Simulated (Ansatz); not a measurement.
# CeZnS3 (model cell, started as cubic perovskite with Ce in the octahedra): a soft mode frozen in, part 2 of 3

Aim: this structure of CeZnS3 (model cell, started as cubic perovskite with Ce in the octahedra) is to be tested for unstable modes, and one is followed downhill.

Ansatz 0.2.0; DFT PBEsol, scalar-relativistic, plane waves, PAW; PAW set soft_1.

So far, highest frequency on the path or at a solved wavevector (cm⁻¹): step 2 (response at finite wavevector) 400. Also lowest frequency on the path (cm⁻¹): step 2 -134.

The structure was built from a prototype and need not be the compound's stable phase.

## Step 5: Energy along the mode, all amplitudes (two of the runs are shown above)

An imaginary frequency means negative curvature, so the energy should fall and then rise again as anharmonic terms take over.

Numbers from this step:

| Property | Result |
| --- | --- |
| depth at the lowest point sampled | 121.7 meV/atom |
| largest atomic shift at that point | 0.6 Å |

Table of energy from the parent by largest atomic shift:

```
largest atomic shift (Å)  energy from the parent (meV/atom)
                   0.000                                  0
                   0.040                             -0.672
                   0.080                              -2.67
                   0.140                              -8.04
                   0.220                              -19.3
                   0.320                              -39.2
                   0.450                              -73.6
                   0.600                               -122
```

Displacement at unit largest shift by atom:

```
atom  x (Å)  y (Å)  z (Å)  size
 Zn1   0.00   0.00   0.00  0.00
 Zn2   0.00   0.00   0.00  0.00
 Ce3   0.00   0.00   0.00  0.00
 Ce4   0.00   0.00   0.00  0.00
  S5  -1.00   0.00   0.00  1.00
  S6   1.00   0.00   0.00  1.00
  S7   0.00   0.00   0.00  0.00
  S8   0.00   0.00   0.00  0.00
  S9   0.00   0.00  -1.00  1.00
 S10   0.00   0.00   1.00  1.00
```

The lowest of the steps tried is the last one, at 0.6 Å, 122 meV/atom below the parent; the bottom of the well need not coincide with a step.

## Step 6: Relaxing from the distorted cell

Starting from the lowest point found, all atoms and the cell are let go, so that strain and other modes of the same symmetry can join in.

Input file input.yaml:

```yaml
crystal:
  lattice:
    - [5.2201691733, 5.2201691733, 0.0]
    - [5.2201691733, 0.0, 5.2201691733]
    - [5.2201691733, 0.0, -5.2201691733]
  atoms:
    - { symbol: Zn, position: [0.0, 0.5, 0.5] }
    - { symbol: Zn, position: [0.0, 0.0, 0.0] }
    - { symbol: Ce, position: [0.5, 0.25, 0.75] }
    - { symbol: Ce, position: [0.5, 0.75, 0.25] }
    - { symbol: S, position: [0.5, -0.0574694019, 0.9425305981] }
    - { symbol: S, position: [0.5, 0.5574694019, 0.5574694019] }
    - { symbol: S, position: [0.0, 0.5, 0.0] }
    - { symbol: S, position: [0.0, 0.0, 0.5] }
    - { symbol: S, position: [0.5, 0.4425305981, 0.0574694019] }
    - { symbol: S, position: [0.5, 0.0574694019, 0.4425305981] }
kpoints:
  mp_grid: { grid: [8, 8, 8] }
hamiltonian:
  xc: pbesol
  pseudopotentials: { kind: paw, azcp: { folder: soft_1 }, xc_functional: pbe }
scf:
  occupations: { method: methfessel_paxton, width: 0.2 }
output:
  forces: true
  stress: true
  eigenvalues: true
relax:
  adjacent_minimum: "off"
  f_tol: 0.002
  max_steps: 120
  cell: { stress_tol: 0.03 }
```

On the command line:

```sh
$ ansatz run input.yaml --threads 4 --pin off --max-ram 16384MiB --backend cpu --events-out ev --progress --plain --runs-dir out
```

Numbers of over 12 decimals in the logs are rounded to 6 here.

Log:

```text
[...]
Crystal: 10 atoms, lattice volume = 284.501 Å³
Basis set: ecut = 420 eV, 5601 PW (Γ), exchange–correlation on 100×100×100 points (8 copies of the dense FFT grid, shifted against one another)
Bands: 61, of which v1, the nominal top of the filled ones, is band 42 counted from 1 (41 counted from 0)
Symmetry: 16 space group operations
[...]
k-points: 59 of 512
[...]
SCF iter   1: F=—  HF=-24858.552582 eV  |F-HF|=—  |Δ(HF+E_count)|=         —  Δρ=2.97e-1  dr2=4.37e2  ethr=3.10e-3  ⟨swp⟩=6.0  Hψ=15424  notcnv=0
[...]
SCF iter  12: F=-24845.844347 eV  HF=-24845.844347 eV  |F-HF|=2.82e-8  |Δ(HF+E_count)|=   2.30e-7  S|Δr|=    0.00e0  Δρ=3.46e-6  dr2=5.95e-8  ethr=1.19e-10  ⟨swp⟩=14.2  Hψ=20729  notcnv=0
SCF 1 converged in 12 iterations: F = -24845.844347 eV  dr2 = 5.95e-8
[...]
relax step   1: F+E_penalty+E_count = -24845.84434722 eV  Δ(F+E_penalty+E_count) = +0.000e0 eV  max|allowed force component| = 8.493e-1 eV/Å  Δτ_max = 0.0000 Å  P = -2.882 GPa  Ω = 284.501 Å³  (12 SCF iters, dr2 threshold 1.00e-7 eV, accepted)
Crystal: 10 atoms, lattice volume = 269.271 Å³
Basis set: ecut = 420 eV, 5193 PW (Γ), exchange–correlation on 100×100×100 points (8 copies of the dense FFT grid, shifted against one another)
[...]
SCF iter   8: F=-24846.839333 eV  HF=-24846.839333 eV  |F-HF|=7.98e-8  |Δ(HF+E_count)|=   2.09e-6  S|Δr|=    0.00e0  Δρ=9.34e-6  dr2=4.54e-7  ethr=1.19e-9  ⟨swp⟩=10.6  Hψ=17936  notcnv=0
SCF 2 converged in 8 iterations: F = -24846.839333 eV  dr2 = 4.54e-7
relax step   2: F+E_penalty+E_count = -24846.83933301 eV  Δ(F+E_penalty+E_count) = -9.950e-1 eV  max|allowed force component| = 8.976e-1 eV/Å  Δτ_max = 0.1969 Å  P = -1.996 GPa  Ω = 269.271 Å³  energy of the carried Pulay correction = +2.426e-3 eV  (8 SCF iters, dr2 threshold 1.00e-6 eV, accepted)
Crystal: 10 atoms, lattice volume = 259.007 Å³
Basis set: ecut = 420 eV, 5049 PW (Γ), exchange–correlation on 100×100×100 points (8 copies of the dense FFT grid, shifted against one another)
[...]
SCF iter   8: F=-24847.460151 eV  HF=-24847.460150 eV  |F-HF|=4.27e-8  |Δ(HF+E_count)|=   1.82e-6  S|Δr|=    0.00e0  Δρ=7.15e-6  dr2=2.85e-7  ethr=1.19e-9  ⟨swp⟩=9.9  Hψ=19820  notcnv=0
SCF 3 converged in 8 iterations: F = -24847.460151 eV  dr2 = 2.85e-7
relax step   3: F+E_penalty+E_count = -24847.46015053 eV  Δ(F+E_penalty+E_count) = -6.208e-1 eV  max|allowed force component| = 2.702e-1 eV/Å  Δτ_max = 0.1951 Å  P = -1.123 GPa  Ω = 259.007 Å³  energy of the carried Pulay correction = +4.139e-3 eV  (8 SCF iters, dr2 threshold 1.00e-6 eV, accepted)
[...]
relax step   4: F+E_penalty+E_count = -24847.50617440 eV  Δ(F+E_penalty+E_count) = -4.602e-2 eV  max|allowed force component| = 1.493e-1 eV/Å  Δτ_max = 0.0956 Å  P = +0.454 GPa  Ω = 250.490 Å³  energy of the carried Pulay correction = +5.610e-3 eV  (8 SCF iters, dr2 threshold 1.00e-6 eV, accepted)
[...]
relax step   5: F+E_penalty+E_count = -24847.51875951 eV  Δ(F+E_penalty+E_count) = -1.259e-2 eV  max|allowed force component| = 1.534e-2 eV/Å  Δτ_max = 0.0344 Å  P = +0.117 GPa  Ω = 252.289 Å³  energy of the carried Pulay correction = +5.295e-3 eV  (6 SCF iters, dr2 threshold 1.00e-6 eV, accepted)
[...]
relax step   6: F+E_penalty+E_count = -24847.52158576 eV  Δ(F+E_penalty+E_count) = -2.826e-3 eV  max|allowed force component| = 6.611e-3 eV/Å  Δτ_max = 0.0087 Å  P = -0.043 GPa  Ω = 252.225 Å³  energy of the carried Pulay correction = +5.306e-3 eV  (6 SCF iters, dr2 threshold 8.09e-7 eV, accepted)
[...]
relax step   7: F+E_penalty+E_count = -24847.52170650 eV  Δ(F+E_penalty+E_count) = -1.207e-4 eV  max|allowed force component| = 3.519e-4 eV/Å  Δτ_max = 0.0004 Å  P = +0.004 GPa  Ω = 251.960 Å³  energy of the carried Pulay correction = +5.352e-3 eV  (6 SCF iters, dr2 threshold 1.11e-8 eV, accepted)
Basis set: ecut = 420 eV, 4901 PW (Γ), exchange–correlation on 96×96×96 points (8 copies of the dense FFT grid, shifted against one another)
[...]
SCF iter   8: F=-24847.516189 eV  HF=-24847.516189 eV  |F-HF|=1.09e-11  |Δ(HF+E_count)|=  7.28e-11  S|Δr|=    0.00e0  Δρ=6.94e-8  dr2=1.67e-11  ethr=1.00e-12  ⟨swp⟩=4.7  Hψ=14869  notcnv=0
SCF 8 converged in 8 iterations: F = -24847.516189 eV  dr2 = 1.67e-11
relax step   8: F+E_penalty+E_count = -24847.51618944 eV  Δ(F+E_penalty+E_count) = +5.517e-3 eV  max|allowed force component| = 4.810e-4 eV/Å  Δτ_max = 0.0000 Å  P = +0.001 GPa  Ω = 251.960 Å³  stress off target by 4.06e-3 GPa  SCF on the basis re-selected at this cell (its energy is not comparable with the rows above)  (8 SCF iters)
basis re-selected at this cell: Δ(F+E_penalty+E_count) = +5.517e-3 eV, ΔP = -0.003 GPa vs the last step (what re-selecting the basis moved, of the pressure what is left beyond the Pulay correction that the steps carried, after the strain that the cell walked since its last selection, with what the two solves' SCF thresholds leave and, on support functions, any second-order correction that the steps lacked; it is no measure of the basis error at this ecutwfc). The dense FFT grid was sized anew with the basis: this SCF ran on 48×48×48 points, the steps before it on 50×50×50, so part of this shift can come from that change (see relax.cell in the input reference). [rest of the remark cut]
SCF converged after 8 iterations
[...]
Free energy (F): -24847.516189 eV
[...]
Internal energy: -24847.529345 eV  (E = F + TS)
E sigma→0 (E₀):  -24847.519478 eV
Entropy (-TS):   0.013156 eV (1.316 meV/atom)
Fermi energy:    5.754356 eV
[...]
--- Forces (eV/Å), atoms counted from 1 ---
  atom   1  Zn     0.00000000     0.00000000     0.00000000
  atom   2  Zn    -0.00000000    -0.00000000     0.00000000
  atom   3  Ce     0.00000000     0.00000000    -0.00000000
  atom   4  Ce     0.00000000    -0.00000000     0.00000000
  atom   5  S     -0.00048101    -0.00000000    -0.00000000
  atom   6  S      0.00048101     0.00000000     0.00000000
  atom   7  S      0.00000000     0.00000000    -0.00000000
  atom   8  S      0.00000000    -0.00000000     0.00000000
  atom   9  S      0.00000000    -0.00000000    -0.00048101
  atom  10  S     -0.00000000     0.00000000     0.00048101
  max |Σ_I F_I| component: 6.94e-18 eV/Å
--- Stress (GPa, compression-positive) ---
        0.000003       0.000000       0.000000
        0.000000       0.004063       0.000000
        0.000000       0.000000       0.000003
  P = ⅓ Tr σ = 0.0014 GPa (0.014 kbar)
--- Band table (eV; the first three rows and the last of 59) ---
  k-point 0: bands = [... 38 lower, 5.3286, 5.5651, 5.5651, 5.6802, 5.6802, 6.5945, 6.8701, 6.8802, ... 15 higher]
  k-point 1: bands = [... 38 lower, 5.4734, 5.4843, 5.5528, 5.6238, 5.6812, 6.5974, 6.8754, 6.8941, ... 15 higher]
  k-point 2: bands = [... 38 lower, 5.2650, 5.4031, 5.5223, 5.6890, 5.8994, 6.5807, 6.8783, 6.9013, ... 15 higher]
  k-point 58: bands = [... 38 lower, 4.5583, 5.3337, 5.5843, 5.6824, 5.6824, 6.8313, 6.8521, 6.8698, ... 15 higher]
--- Relaxed structure (7 steps of the walk, 7 accepted, 1 SCFs on fresh bases) ---
  F+E_penalty+E_count = -24847.51618944 eV   max|allowed force component| = 4.810e-4 eV/Å   (the final SCF, on the basis selected at the relaxed cell)
  cell:  # Å, volume = 251.9596 Å³
    - [5.050373, 4.939170, 0]
    - [5.050373, 0, 5.050373]
    - [5.050373, 0, -5.050373]
  atoms:
    - { symbol: Zn, position: [0, 0.5, 0.5] }
    - { symbol: Zn, position: [0, -3.8215849547117325e-19, -3.8215849547117325e-19] }
    - { symbol: Ce, position: [0.5, 0.250000, 0.750000] }
    - { symbol: Ce, position: [0.5, 0.750000, 0.250000] }
    - { symbol: S, position: [0.5, -0.101672, 0.898328] }
    - { symbol: S, position: [0.5, 0.601672, 0.601672] }
    - { symbol: S, position: [0, 0.5, 0.0] }
    - { symbol: S, position: [0, 0.0, 0.5] }
    - { symbol: S, position: [0.5, 0.398328, 0.101672] }
    - { symbol: S, position: [0.5, 0.101672, 0.398328] }
```

Wall time 2.7 min (4 threads of Arm Neoverse V1, shared host); peak memory 1.2 GiB.

The steps of the relaxation:

```
step  energy less that of the first step (eV)  largest force component (eV/Å)  pressure (GPa)  volume (Å³)
   1                                   0.0000                          0.8493           -2.88       284.50
   2                                  -0.9950                          0.8976           -2.00       269.27
   3                                  -1.6158                          0.2702           -1.12       259.01
   4                                  -1.6618                          0.1493            0.45       250.49
   5                                  -1.6744                          0.0153            0.12       252.29
   6                                  -1.6772                          0.0066           -0.04       252.23
   7                                  -1.6774                          0.0004            0.00       251.96
  8*                                  -1.6718                          0.0005            0.00       251.96
```

Relaxation steps marked * repeat the geometry before them on a plane-wave basis chosen anew for their cell, so energy and pressure can jump there.

The run keeps the 16 symmetry operations that it works with, so distortions that break them were not tested.

```csv
"conventional cell, symmetrised",before,after,change
a (Å),7.382,7.142,-3.3 %
b (Å),7.382,7.142,-3.3 %
c (Å),10.440,9.878,-5.4 %
volume (Å³/atom),28.45,25.20,-11.4 %
```

The atoms that moved most (Å, as changes of fractional coordinates times the final cell):

```
atom      dx     dy      dz  length
  S5  -0.446  0.000   0.000   0.446
  S9   0.000  0.000  -0.446   0.446
 S10   0.000  0.000   0.446   0.446
  S6   0.446  0.000   0.000   0.446
```

Numbers from this step:

| Quantity | Value |
| --- | --- |
| pressure | 0.001356 GPa |
| volume per atom | 25.20 Å³ |

The distorted start has space group I4/mcm; the relaxation ends in I4/mcm.

## Step 7: The new phase in its own primitive cell

The relaxed structure is symmetrised, reduced to its primitive cell and relaxed tightly, as its phonons need.

input.yaml, the sections that differ from step 6:

```yaml
crystal:
  lattice:
    - [-3.5711532727, 3.5711532727, 4.9391701108]
    - [3.5711532727, -3.5711532727, 4.9391701108]
    - [3.5711532727, 3.5711532727, -4.9391701108]
  atoms:
    - { symbol: Zn, position: [0.25, 0.75, 0.5] }
    - { symbol: Zn, position: [0.75, 0.25, 0.5] }
    - { symbol: Ce, position: [0.5, 0.5, 0.0] }
    - { symbol: Ce, position: [0.0, 0.0, 0.0] }
    - { symbol: S, position: [0.6483282533, 0.8516717467, 0.5] }
    - { symbol: S, position: [0.3516717467, 0.1483282533, 0.5] }
    - { symbol: S, position: [0.75, 0.75, 0.0] }
    - { symbol: S, position: [0.25, 0.25, 0.0] }
    - { symbol: S, position: [0.8516717467, 0.3516717467, 0.2033434934] }
    - { symbol: S, position: [0.1483282533, 0.6483282533, 0.7966565066] }
relax:
  adjacent_minimum: "off"
  f_tol: 0.001
  max_steps: 60
  cell: { stress_tol: 0.01 }
# kpoints, hamiltonian, scf, output: as in step 6
```

Log:

```text
[...]
Crystal: 10 atoms, lattice volume = 251.960 Å³
Basis set: ecut = 420 eV, 4901 PW (Γ), exchange–correlation on 96×96×96 points (8 copies of the dense FFT grid, shifted against one another)
Bands: 61, of which v1, the nominal top of the filled ones, is band 42 counted from 1 (41 counted from 0)
Symmetry: 16 space group operations
[...]
k-points: 59 of 512
[...]
- { symbol: Ce, position: [0.500000, 0.500000, 0.0] }
    - { symbol: Ce, position: [0.0, 0.0, 0.0] }
    - { symbol: S, position: [0.6483282533, 0.8516717467, 0.5] }
    - { symbol: S, position: [0.3516717467, 0.148328, 0.5] }
    - { symbol: S, position: [0.750000, 0.750000, 0.0] }
    - { symbol: S, position: [0.250000, 0.250000, 0.0] }
    - { symbol: S, position: [0.8516717467, 0.3516717467, 0.203343] }
    - { symbol: S, position: [0.148328, 0.648328, 0.796657] }
[key lines of the parts left out:]
SCF converged after 8 iterations
Free energy (F): -24847.516189 eV
Fermi energy:    5.754355 eV
P = ⅓ Tr σ = 0.0014 GPa (0.014 kbar)
```

It took 42 s on 4 threads; peak memory 1.1 GiB.

Little changed from the start: no atom moved by 0.005 Å and no cell edge by 0.1 %.

The largest force component left is 0.34 meV/Å and the pressure is 0.001 GPa, within the tolerances set. The cell now holds 25.20 Å³/atom.

(Continued in part 3 of 3.)

[Logs are printed without paths, hosts, clocks, repeated set-up lines and the standing remarks that a program may print on its own settings, such as how far it seeks lower states.]

[Hosts, paths, dates, database ids (printed as entryN), source tags and the programs' standing remarks are cut or masked in the printed files.]
